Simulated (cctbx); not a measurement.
# Interatomic vectors of TbTl2Sb2

Space group P4/nmm (no. 129, origin choice 1), a = 4.8520 Å, b = 4.8520 Å, c = 11.6330 Å, α = 90.00°, β = 90.00°, γ = 90.00°, content Tl4 Tb2 Sb4.

Simulated single-crystal data (cctbx): Mo Kα, λ = 0.71073 Å, to d = 0.65 Å, 50 % of the full sphere, strongest reflection 20000 counts, noise from counting, a 4 % proportional error and a noise floor of 8 counts (s.d.); no absorption, some extinction.

Patterson synthesis, origin scaled to 1000:

```text
Patterson group P 4/m m m
      u       v       w   height  length (A)
  0.000   0.000   0.000   1000.0     0.00
  0.500   0.500   0.500    610.0     6.75
  0.500   0.500   0.000    393.5     3.43
  0.000   0.500   0.366    384.3     4.90
  0.000   0.000   0.500    332.7     5.82
  0.500   0.500   0.104    317.2     3.64
  0.000   0.500   0.141    303.4     2.93
  0.000   0.500   0.267    253.6     3.94
  0.000   0.000   0.359    233.0     4.18
  0.500   0.500   0.264    167.6     4.60
  0.000   0.000   0.219    154.4     2.55
  0.000   0.000   0.417    127.8     4.85
  0.126   0.370   0.372     -5.1     4.73
  0.241   0.355   0.066     -7.0     2.22
```

**Question.** Which atom pairs make the peaks, and where is the heaviest atom?

A peak at u stands for all pairs with xi − xj = u, with weight Σ ZiZj against Σ Z² = 45098 at the origin. Peak heights follow these weights only roughly, since form factors, motion and series ripples differ, all vectors within 0.55 Å of a peak are counted as merged into it though the farther ones add only part of their weight, and F(000) is left out, which lowers the whole map:

| u | v | w | shortest length (Å) | height | 1000 ΣZiZj/ΣZ² | pairs in the cell |
| --- | --- | --- | --- | --- | --- | --- |
| 0.500 | 0.500 | 0.500 | 6.75 | 610 | 920 | 8 × Tl–Sb, 2 × Tb–Tb |
| 0.500 | 0.500 | 0.000 | 3.43 | 394 | 406 | 2 × Tl–Tl, 2 × Sb–Sb |
| 0.000 | 0.500 | 0.366 | 4.90 | 384 | 406 | 2 × Tl–Tl, 2 × Sb–Sb |
| 0.000 | 0.000 | 0.500 | 5.82 | 333 | 366 | 4 × Tl–Sb |
| 0.500 | 0.500 | 0.104 | 3.64 | 317 | 381 | 2 × Tl–Tb, 2 × Tb–Sb |
| 0.000 | 0.500 | 0.141 | 2.93 | 303 | 366 | 4 × Tl–Sb |
| 0.000 | 0.500 | 0.267 | 3.94 | 254 | 381 | 2 × Tl–Tb, 2 × Tb–Sb |
| 0.000 | 0.000 | 0.359 | 4.18 | 233 | 233 | 2 × Tl–Tb |
| 0.500 | 0.500 | 0.264 | 4.60 | 168 | 203 | 1 × Tl–Tl, 1 × Sb–Sb |
| 0.000 | 0.000 | 0.219 | 2.55 | 154 | 183 | 2 × Tl–Sb |

The table stops at ten peaks or at a height of 45, below which ripples compete. In the model behind the data Tl, the heaviest element, has 2 independent sites: (1/2, 1/2, 0) and (1/2, 0, 0.6298), up to an allowed shift of origin; the Tl–Tl vectors are differences of these positions and their symmetry mates. The whole model:

| atom | mult. | x | y | z | Ueq (Å²) |
| --- | --- | --- | --- | --- | --- |
| Tl1 | 2 | 1/2 | 1/2 | 0 | 0.0182 |
| Tl2 | 2 | 1/2 | 0 | 0.6298 | 0.0168 |
| Tb1 | 2 | 1/2 | 0 | 0.2728 | 0.0219 |
| Sb1 | 2 | 1/2 | 1/2 | 1/2 | 0.0224 |
| Sb2 | 2 | 0 | 1/2 | 0.1507 | 0.0230 |

The model was made for the exercise: a known structure type with other elements put in, its volume estimated, not relaxed; displacement parameters are assumed.

[Logs are printed without paths, hosts, clocks, repeated set-up lines and the standing remarks that a program may print on its own settings, such as how far it seeks lower states.]
